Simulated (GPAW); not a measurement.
# Quasiparticle gap of KNaCl2 (R-3m) in GPAW

How does a plane-wave GW calculation on KNaCl2 (R-3m) run from the first input to the gap?

Method: LDA and many-body steps on it, plane waves, in GPAW 26.7.0.

## (1) Set-up

It takes space group R-3m (No. 166, trigonal). The conventional cell has a = 4.173 Å, b = 4.173 Å, c = 20.848 Å, α = 90.00°, β = 90.00°, γ = 120.00°. Nearest to K lie 6 Cl at 3.09 Å. Nearest to Na lie 6 Cl at 2.86 Å. Nearest to Cl lie 3 Na at 2.86 Å and 3 K at 3.09 Å. Farther neighbours and most contacts between anions are not listed.

The cell and positions are those that the Materials Project relaxed with its own functionals (PBE, PBE+U or r2SCAN), kept fixed.

## (2) Ground state

This step: GPAW 26.7.0; DFT, LDA, plane waves, PAW.

The ground-state density comes first.

File run.py:

```python
import json
import numpy as np
from gpaw.mpi import world
from ase import Atoms
from gpaw import GPAW, PW, FermiDirac

atoms = Atoms(['K', 'Na', 'Cl', 'Cl'],
    cell=[[2.0863204489, 1.2045376728, 6.9494889109],
      [-2.0863204489, 1.2045376728, 6.9494889109],
      [0.0000000000, -2.4090753456, 6.9494889109]],
    scaled_positions=[[0.5000000000, 0.5000000000, 0.5000000000],
      [0.0000000000, 0.0000000000, 0.0000000000],
      [0.7404658000, 0.7404658000, 0.7404658000],
      [0.2595342000, 0.2595342000, 0.2595342000]],
    pbc=(True, True, True))
calc = GPAW(mode=PW(450),
    xc='LDA',
    kpts={'size': (6, 6, 6), 'gamma': True},
    occupations=FermiDirac(0.001),
    nbands=-8,
    convergence={'density': 1e-6, 'bands': -3},
    maxiter=100,
    txt='gs.txt')
atoms.calc = calc
res = {'energy': atoms.get_potential_energy()}
kpts = calc.get_ibz_k_points()
res['kpts'] = kpts
res['eigenvalues'] = [calc.get_eigenvalues(kpt=k) for k in range(len(kpts))]
res['n_electrons'] = calc.get_number_of_electrons()
calc.write('gs.gpw')

if world.rank == 0:
    with open('result.json', 'w') as f:
        json.dump(res, f, default=lambda x: x.tolist())
```

On the command line:

```bash
> mpirun -n 4 gpaw python run.py
```

Numbers of over 12 decimals in the logs are rounded to 6 here.

Log:

```text
__  _  _
 | _ |_)|_||  |
 |__||  | ||/\| - 26.7.0

Input parameters:
  mode=PW(ecut=450.000000),
  convergence={'density': 1e-06, 'bands': -3},
  kpts=MonkhorstPack(size=(6, 6, 6), gamma=True),
  maxiter=100,
  nbands=-8,
  occupations=Occupations(name='fermi-dirac', width=0.001, fixmagmom=False),
  xc=XC(name='LDA')
  [... matrices ...]
Diagonalizing LCAO Hamiltonian
Converting LCAO to pw mode

       Cl

       K

       Cl

       Na

Atoms  # Å, Bohr magnetons
|   | symbol |         x |         y |         z |    initial magnetic moments |
| 0 |      K |  0.000000 |  0.000000 | 10.424233 | ( 0.0000,  0.0000,  0.0000) |
| 1 |     Na |  0.000000 |  0.000000 |  0.000000 | ( 0.0000,  0.0000,  0.0000) |
| 2 |     Cl | -0.000000 |  0.000000 | 15.437577 | ( 0.0000,  0.0000,  0.0000) |
| 3 |     Cl | -0.000000 | -0.000000 |  5.410890 | ( 0.0000,  0.0000,  0.0000) |

Unit cell  # Å
| periodic |         x |         y |        z |  lengths |    angles |
|      yes |  2.086320 |  1.204538 | 6.949489 | 7.355205 | 32.956608 |
|      yes | -2.086320 |  1.204538 | 6.949489 | 7.355205 | 32.956608 |
|      yes |  0.000000 | -2.409075 | 6.949489 | 7.355205 | 32.956608 |

Number of symmetries: 12
Symmetry operations  # r_c * U_cc + t_c -> r_c
|    | kind |            matrix            |
|  0 |  E   |  1, 0, 0,  0, 1, 0,  0, 0, 1 |
|  1 |  σ   |  1, 0, 0,  0, 0, 1,  0, 1, 0 |
|  2 |  σ   |  0, 1, 0,  1, 0, 0,  0, 0, 1 |
|  3 |  C3  |  0, 1, 0,  0, 0, 1,  1, 0, 0 |
|  4 |  C3  |  0, 0, 1,  1, 0, 0,  0, 1, 0 |
|  5 |  σ   |  0, 0, 1,  0, 1, 0,  1, 0, 0 |
|  6 |  C2  |  0, 0,-1,  0,-1, 0, -1, 0, 0 |
|  7 |  S6  |  0, 0,-1, -1, 0, 0,  0,-1, 0 |
|  8 |  S6  |  0,-1, 0,  0, 0,-1, -1, 0, 0 |
|  9 |  C2  |  0,-1, 0, -1, 0, 0,  0, 0,-1 |
| 10 |  C2  | -1, 0, 0,  0, 0,-1,  0,-1, 0 |
| 11 |  i   | -1, 0, 0,  0,-1, 0,  0, 0,-1 |

BZ-sampling:
  Number of BZ points: 216
  Number of IBZ points: 32

  Monkhorst-Pack size: [6, 6, 6]
  Monkhorst-Pack shift: [0.083333, 0.083333, 0.083333]

K-points  # in reciprocal-cell coordinates
|     |                                coordinates |     weight |
|   0 | (  0.00000000,   0.00000000,   0.00000000) | 0.00462963 |
|   1 | (  0.16666667,   0.00000000,  -0.16666667) | 0.02777778 |
|   2 | (  0.16666667,   0.00000000,   0.00000000) | 0.02777778 |
|   3 | (  0.16666667,   0.16666667,  -0.16666667) | 0.02777778 |
|   4 | (  0.16666667,   0.16666667,   0.00000000) | 0.02777778 |
|   5 | (  0.16666667,   0.16666667,   0.16666667) | 0.00925926 |
|   6 | (  0.33333333,  -0.16666667,  -0.16666667) | 0.02777778 |
|   7 | (  0.33333333,   0.00000000,  -0.33333333) | 0.02777778 |
|   8 | (  0.33333333,   0.00000000,  -0.16666667) | 0.05555556 |
|   9 | (  0.33333333,   0.00000000,   0.00000000) | 0.02777778 |
| ... |                                            |            |
|  31 | (  0.50000000,   0.50000000,   0.50000000) | 0.00462963 |

Plane wave coefficients: 2293
Cutoff: 450.000000 eV

Spin-components: 1 (collinear spins)
Bands:           23
Projectors:      20
Spin-degeneracy: 2
Datatype:        complex128

  Storage: CPU
  Wave functions: 27_002_368 bytes (6_750_592 per core)
  Projectors: 32_872_448 bytes (8_218_112 per core)
  [... matrices ...]
Parallelization:
  kpt:    4
  domain: 1
  band:   1

Density:
  Valence electrons: 30.0
  Components: 1
  Grid points: [36 36 36]
  Charge: 0.0  # |e|

Potential:
  Grid points: [36 36 36]

species:
  K:
    name:    Potassium
    Z:       19.0
    valence: 9
    core:    10
    charge:  0.0  # [|e|]
    compensation charges:
      type: gauss
      rc: 0.35  # [Å]
      lmax: 2
    cutoffs:
      filter: 1.91  # [Å]
      core: 1.27  # [Å]
    projectors
    | kind |    occ | energy [eV] | rcut [Å] |
    |   3s |  2.000 |     -35.177 |    1.122 |
    |   4s |  1.000 |      -2.428 |    1.122 |
    |   3p |  6.000 |     -18.839 |    1.106 |
    |    p |        |       8.373 |    1.106 |
    |    d |        |       0.000 |    0.937 |

    Using partial waves for K as LCAO basis

  Na:
    name:    Sodium
    Z:       11.0
    valence: 7
    core:    4
    charge:  0.0  # [|e|]
    compensation charges:
      type: gauss
      rc: 0.37  # [Å]
      lmax: 2
    cutoffs:
      filter: 2.17  # [Å]
      core: 2.59  # [Å]
    projectors
    | kind |    occ | energy [eV] | rcut [Å] |
    |   3s |  1.000 |      -2.819 |    1.201 |
    |   2p |  6.000 |     -28.826 |    1.217 |
    |   3p |  0.000 |      -0.774 |    1.217 |
    |    s |        |      24.392 |    1.201 |
    |    d |        |       0.000 |    1.238 |

    Using partial waves for Na as LCAO basis

  Cl:
    name:    Chlorine
    Z:       17.0
    valence: 7
    core:    10
    charge:  0.0  # [|e|]
    compensation charges:
      type: gauss
      rc: 0.25  # [Å]
      lmax: 2
    cutoffs:
      filter: 1.40  # [Å]
      core: 1.49  # [Å]
    projectors
    | kind |    occ | energy [eV] | rcut [Å] |
    |   3s |  2.000 |     -20.688 |    0.794 |
    |   3p |  5.000 |      -8.701 |    0.794 |
    |    s |        |       6.523 |    0.794 |
    |    p |        |      18.511 |    0.794 |
    |    d |        |       0.000 |    0.794 |

    Using partial waves for Cl as LCAO basis

Reference energy: -45777.637796  # eV

eigensolver:
  PPCG
  Converge bands: -3
  niter=2

density mixing:
  MSR1-Mixer
  Pratt-step length: 0.05
  Maximum mixing coefficient: 0.75
  Old densities: 10
  SVD Regularization: 0.005
  Good broyden scale: 1.0
  Trust region scale: 1.0
  Backstep threshold: 4.0
  History deletion threshold: 6.0
  Fourier metric: weight=20.0, sigma=0.015

occupation numbers:
  Fermi-Dirac:
    width: 0.0010  # eV

poisson solver:
  ecut: 3600.000000  # eV

xc functional:
  name: None

Initialization done in: 2.459 s

convergence criteria:
- Maximum integral of absolute [dens]ity change: 1e-06 electrons / valence electron
- Maximum [total energy] change in last 3 cyles: 0.0005 eV / valence electron
- Maximum integral of absolute [eigenst]ate change: 4e-08 eV^2 / valence electron
maximum number of iterations: 100

SCF iterations
|iter     |     time |      energy | eigst |  dens |
|iter:   1|  |  -15.116831 | +0.82 |       |
|iter:   2|  |  -15.067346 | +0.10 | -1.34 |
|iter:   3|  |  -14.850639 | -0.70 | -1.37 |
|iter:   4|  |  -14.846954 | -1.50 | -1.82 |
|iter:   5|  |  -14.846801c| -2.35 | -2.26 |
|iter:   6|  |  -14.846773c| -2.87 | -2.80 |
|iter:   7|  |  -14.846776c| -3.35 | -3.49 |
|iter:   8|  |  -14.846777c| -3.92 | -3.97 |
|iter:   9|  |  -14.846777c| -4.26 | -4.64 |
|iter:  10|  |  -14.846777c| -4.58 | -5.68 |
|iter:  11|  |  -14.846777c| -4.74 | -6.18c|
|iter:  12|  |  -14.846777c| -5.27 | -6.88c|
|iter:  13|  |  -14.846777c| -6.03 | -7.61c|
|iter:  14|  |  -14.846777c| -6.75 | -8.24c|
|iter:  15|  |  -14.846777c| -7.15 | -8.88c|
|iter:  16|  |  -14.846777c| -7.57c| -9.41c|

Converged in 16 steps
SCF loop duration: 40.839 s (2.552 s/step)
Energy contributions relative to reference atoms: (reference = -45777.637796)
  [... matrices ...]
Energy contributions:
  Kinetic:           7.673207
  Coulomb:          -7.708559
  Zero:             -0.691753
  External:          0.000000
  Xc:              -14.119671
  Entropy:          -0.000000
  Spinorbit:         0.000000
  ----------------------------
  Free energy:     -14.846777
  Extrapolated:    -14.846777

dipole moment: (-0.000000, -0.000000, -19.624240)  # |e|*Ang

Fermi level: 1.464
Eigenvalues  # (at kpt = [0.000, 0.000, 0.000])
| band index |      eig [eV] | occ [0-2] |
|          0 |       -27.429 |     2.000 |
|        ... |               |           |
|          7 |       -11.116 |     2.000 |
|          8 |       -10.906 |     2.000 |
|          9 |        -2.067 |     2.000 |
|         10 |        -0.818 |     2.000 |
|         11 |        -0.818 |     2.000 |
|         12 |        -0.502 |     2.000 |
|         13 |        -0.502 |     2.000 |
|         14 |        -0.497 |     2.000 |
|         15 |         4.199 |     0.000 |
|         16 |         6.516 |     0.000 |
|         17 |         7.241 |     0.000 |
|         18 |         8.217 |     0.000 |
|         19 |         8.217 |     0.000 |
|         20 |         9.297 |     0.000 |
|         21 |         9.298 |     0.000 |
|         22 |        10.182 |     0.000 |

Gap: 4.696 eV
Transition (v -> c):
  (s=0, k=0, n=14, [0.00, 0.00, 0.00]) -> (s=0, k=0, n=15, [0.00, 0.00, 0.00])
No difference between direct/indirect transitions
# Writing to gs.gpw (mode='')
  [... matrices ...]
```

Elapsed: 46 s, on 4 MPI ranks of Arm Neoverse N1, shared host; peak memory 0.87 GiB.

This step gave:

* total energy: -14.85 eV
* gap: 4.696 eV
* k of the valence top: 0, 0, 0
* k of the conduction bottom: 0, 0, 0
* least direct gap: 4.696 eV

The gap is direct, at Γ.

## (3) Bands along the symmetry lines

The cheap functional maps the bands first; the places of the edges decide which points the dearer methods must see.

File run.py:

```python
import json
import numpy as np
from gpaw.mpi import world
from gpaw import GPAW

path = [[0.000000, 0.000000, 0.000000],
    [0.062500, 0.062500, 0.062500],
    [0.125000, 0.125000, 0.125000],
    [0.187500, 0.187500, 0.187500],
    [0.250000, 0.250000, 0.250000],
    [0.312500, 0.312500, 0.312500],
    [0.375000, 0.375000, 0.375000],
    [0.437500, 0.437500, 0.437500],
    [0.500000, 0.500000, 0.500000],
    [0.539163, 0.460837, 0.500000],
    [0.578326, 0.421674, 0.500000],
    [0.617489, 0.382511, 0.500000],
    [0.656653, 0.343347, 0.500000],
    [0.695816, 0.304184, 0.500000],
    [0.734979, 0.265021, 0.500000],
    [0.774142, 0.225858, 0.500000],
    [0.813305, 0.186695, 0.500000],
    [0.500000, -0.186695, 0.186695],
    [0.500000, -0.163358, 0.163358],
    [0.500000, -0.140021, 0.140021],
    [0.500000, -0.116684, 0.116684],
    [0.500000, -0.093347, 0.093347],
    [0.500000, -0.070011, 0.070011],
    [0.500000, -0.046674, 0.046674],
    [0.500000, -0.023337, 0.023337],
    [0.500000, 0.000000, 0.000000],
    [0.437500, 0.000000, 0.000000],
    [0.375000, 0.000000, 0.000000],
    [0.312500, 0.000000, 0.000000],
    [0.250000, 0.000000, 0.000000],
    [0.187500, 0.000000, 0.000000],
    [0.125000, 0.000000, 0.000000],
    [0.062500, 0.000000, 0.000000],
    [0.000000, 0.000000, 0.000000],
    [0.042918, -0.042918, 0.000000],
    [0.085837, -0.085837, 0.000000],
    [0.128755, -0.128755, 0.000000],
    [0.171674, -0.171674, 0.000000],
    [0.214592, -0.214592, 0.000000],
    [0.257511, -0.257511, 0.000000],
    [0.300429, -0.300429, 0.000000],
    [0.343347, -0.343347, -0.000000],
    [0.656653, 0.000000, 0.343347],
    [0.637071, 0.000000, 0.362929],
    [0.617489, 0.000000, 0.382511],
    [0.597908, 0.000000, 0.402092],
    [0.578326, 0.000000, 0.421674],
    [0.558745, 0.000000, 0.441255],
    [0.539163, 0.000000, 0.460837],
    [0.519582, 0.000000, 0.480418],
    [0.500000, 0.000000, 0.500000],
    [0.437500, 0.000000, 0.437500],
    [0.375000, 0.000000, 0.375000],
    [0.312500, 0.000000, 0.312500],
    [0.250000, 0.000000, 0.250000],
    [0.187500, 0.000000, 0.187500],
    [0.125000, 0.000000, 0.125000],
    [0.062500, 0.000000, 0.062500],
    [0.000000, 0.000000, 0.000000]]
calc = GPAW('gs.gpw').fixed_density(kpts=path,
    symmetry='off',
    nbands=25,
    convergence={'bands': 21},
    txt='bands.txt')
res = {}
kpts = calc.get_ibz_k_points()
res['kpts'] = kpts
res['eigenvalues'] = [calc.get_eigenvalues(kpt=k) for k in range(len(kpts))]
res['n_electrons'] = calc.get_number_of_electrons()

if world.rank == 0:
    with open('result.json', 'w') as f:
        json.dump(res, f, default=lambda x: x.tolist())
```

On the command line:

```bash
> mpirun -n 4 gpaw python run.py
```

Log:

```text
Diagonalizing LCAO Hamiltonian
Converting LCAO to pw mode
convergence criteria:
- Maximum integral of absolute [eigenst]ate change: 4e-08 eV^2 / valence electron
maximum number of iterations: 100

SCF iterations
|iter     |     time |      energy | eigst |  dens |
|iter:   1|  |             | +1.21 |       |
|iter:   2|  |             | +0.31 |       |
|iter:   3|  |             | -0.41 |       |
[...]
|iter:  20|  |             | -7.23 |       |
|iter:  21|  |             | -7.35 |       |
|iter:  22|  |             | -7.48c|       |
SCF steps: 22
  __  _  _
 | _ |_)|_||  |
 |__||  | ||/\| - 26.7.0

Input parameters:
  mode=PW(ecut=450.000000),
  convergence={'bands': 21},
  gpts=array([36, 36, 36]),
  kpts=KPoints(kpts=array([[ 0.      ,  0.      ,  0.      ],
         [ 0.0625  ,  0.0625  ,  0.0625  ],
         [ 0.125   ,  0.125   ,  0.125   ],
         [ 0.1875  ,  0.1875  ,  0.1875  ],
[...]
[ 0.539163,  0.460837,  0.5     ],
         [ 0.578326,  0.421674,  0.5     ],
         [ 0.617489,  0.382511,  0.5     ],
[...]
[ 0.5     , -0.186695,  0.186695],
         [ 0.5     , -0.163358,  0.163358],
         [ 0.5     , -0.140021,  0.140021],
[...]
[ 0.5     , -0.046674,  0.046674],
         [ 0.5     , -0.023337,  0.023337],
[...]
[ 0.300429, -0.300429,  0.      ],
         [ 0.343347, -0.343347, -0.      ],
         [ 0.656653,  0.      ,  0.343347],
         [ 0.637071,  0.      ,  0.362929],
         [ 0.617489,  0.      ,  0.382511],
[...]
[ 0.539163,  0.      ,  0.460837],
         [ 0.519582,  0.      ,  0.480418],
[...]
[ 0.125   ,  0.      ,  0.125   ],
         [ 0.0625  ,  0.      ,  0.0625  ],
         [ 0.      ,  0.      ,  0.      ]])),
  maxiter=100,
  nbands=25,
  occupations=Occupations(name='fermi-dirac', width=0.001, fixmagmom=False),
  parallel={},
  symmetry=Symmetry(point_group=False, time_reversal=False),
  xc=XC(name='LDA')
  [... matrices ...]
timing:  # [seconds]
  Total: 0.046  # ━━━━━━━━━━━━━━━━━━━━━━━━━━━━━━━━━━━━━━━━━━━━━━━━━━━━━━━━━━━
```

The job ended after 96 s (4 MPI ranks; peak memory 0.95 GiB).

Numbers from this step:

```yaml
gap: 4.696 eV
k_of_the_valence_top: 0, 0, 0
k_of_the_conduction_bottom: 0, 0, 0
least_direct_gap: 4.696 eV
```

The gap is 4.696 eV, as in the run before at this level.

The electronic bands at the labelled points (eV, zero at the top of the highest filled band):

| point | band 12 | band 13 | band 14 | band 15 | band 16 | band 17 | band 18 | band 19 |
| --- | --- | --- | --- | --- | --- | --- | --- | --- |
| Γ | -0.32 | 0.00 | 0.00 | 0.00 | 4.70 | 7.01 | 7.74 | 8.71 |
| halfway | -0.28 | -0.28 | -0.05 | -0.05 | 5.14 | 6.82 | 7.50 | 8.82 |
| T | -0.18 | -0.18 | -0.15 | -0.15 | 6.07 | 6.11 | 7.26 | 8.92 |
| halfway | -0.53 | -0.32 | -0.25 | -0.24 | 6.80 | 7.07 | 7.56 | 7.88 |
| H2 | -0.98 | -0.74 | -0.37 | -0.31 | 7.49 | 7.60 | 8.63 | 8.92 |
| jump to H0 | -0.98 | -0.74 | -0.37 | -0.31 | 7.49 | 7.60 | 8.63 | 8.92 |
| halfway | -0.77 | -0.66 | -0.43 | -0.33 | 7.31 | 7.91 | 8.31 | 8.56 |
| L | -0.72 | -0.55 | -0.36 | -0.21 | 6.78 | 7.70 | 8.05 | 8.97 |
| halfway | -0.72 | -0.43 | -0.17 | -0.12 | 6.04 | 7.23 | 8.27 | 8.67 |
| Γ | -0.32 | 0.00 | 0.00 | 0.00 | 4.70 | 7.01 | 7.74 | 8.71 |
| halfway | -0.79 | -0.47 | -0.27 | -0.21 | 6.44 | 7.45 | 8.12 | 8.80 |
| S0 | -0.99 | -0.75 | -0.39 | -0.31 | 7.51 | 7.68 | 8.62 | 8.76 |
| jump to S2 | -0.99 | -0.75 | -0.39 | -0.31 | 7.51 | 7.68 | 8.62 | 8.76 |
| halfway | -0.73 | -0.56 | -0.32 | -0.29 | 6.79 | 7.34 | 8.02 | 9.22 |
| F | -0.46 | -0.41 | -0.36 | -0.31 | 6.45 | 7.10 | 7.59 | 9.44 |
| halfway | -0.56 | -0.41 | -0.19 | -0.14 | 6.09 | 7.18 | 8.03 | 8.62 |
| Γ | -0.32 | 0.00 | 0.00 | 0.00 | 4.70 | 7.01 | 7.74 | 8.71 |

## (4) Empty states on the mesh, 4×4×4 mesh, 180 bands

The sums over transitions need many empty states on a uniform mesh; this step solves for them.

File run.py:

```python
import json
import numpy as np
from gpaw.mpi import world
from gpaw import GPAW

calc = GPAW('gs.gpw').fixed_density(kpts={'size': (4, 4, 4), 'gamma': True},
    parallel={'domain': 1, 'band': 1},
    txt='nscf.txt')
calc.diagonalize_full_hamiltonian(nbands=180)
calc.write('full.gpw', mode='all')
res = {}
kpts = calc.get_ibz_k_points()
res['kpts'] = kpts
res['eigenvalues'] = [calc.get_eigenvalues(kpt=k) for k in range(len(kpts))]
res['n_electrons'] = calc.get_number_of_electrons()

if world.rank == 0:
    with open('result.json', 'w') as f:
        json.dump(res, f, default=lambda x: x.tolist())
```

On the command line:

```bash
> mpirun -n 4 gpaw python run.py
```

Log:

```text
Diagonalizing LCAO Hamiltonian
Converting LCAO to pw mode
convergence criteria:
- Maximum integral of absolute [eigenst]ate change: 4e-08 eV^2 / valence electron
maximum number of iterations: 100

SCF iterations
|iter     |     time |      energy | eigst |  dens |
|iter:   1|  |             | +0.81 |       |
|iter:   2|  |             | +0.19 |       |
|iter:   3|  |             | -0.77 |       |
[...]
|iter:  21|  |             | -7.07 |       |
|iter:  22|  |             | -7.32 |       |
|iter:  23|  |             | -7.59c|       |
SCF steps: 23
  __  _  _
 | _ |_)|_||  |
 |__||  | ||/\| - 26.7.0

Input parameters:
  mode=PW(ecut=450.000000),
  convergence={'density': 1e-06, 'bands': -3},
  gpts=array([36, 36, 36]),
  kpts=MonkhorstPack(size=(4, 4, 4), gamma=True),
  maxiter=100,
  nbands=23,
  occupations=Occupations(name='fermi-dirac', width=0.001, fixmagmom=False),
  parallel={'domain': 1, 'band': 1},
  xc=XC(name='LDA')
Matrix size: 2293x2293
# Writing to full.gpw (mode='all')
  [... matrices ...]

timing:  # [seconds]
  Total: 82.976  # ━━━━━━━━━━━━━━━━━━━━━━━━━━━━━━━━━━━━━━━━━━━━━━━━━━━━━━━━━━
```

Elapsed: 1.9 min, on 4 MPI ranks; peak memory 2.4 GiB; 7.4 min of CPU time.

Numbers from this step:

```yaml
gap: 4.696 eV
k_of_the_valence_top: 0, 0, 0
k_of_the_conduction_bottom: 0, 0, 0
least_direct_gap: 4.696 eV
k_points_computed: 13
lowest_point_of_the_top_converged_band_above_the_valence_top: 73.2555 eV
```

On this mesh the gap is 4.696 eV.

[end of part 1 of 2]

[Paths, hosts, dates, memory and timing lines, banners, echoed tables and standing remarks are left out of the program output.]

[Logs are printed without paths, hosts, clocks, repeated set-up lines and the standing remarks that a program may print on its own settings, such as how far it seeks lower states.]

[Runs of the session that timed out or met a known fault of the program may be left out.]

[Hosts, paths, dates, database ids (printed as entryN), source tags and the programs' standing remarks are cut or masked in the printed files.]
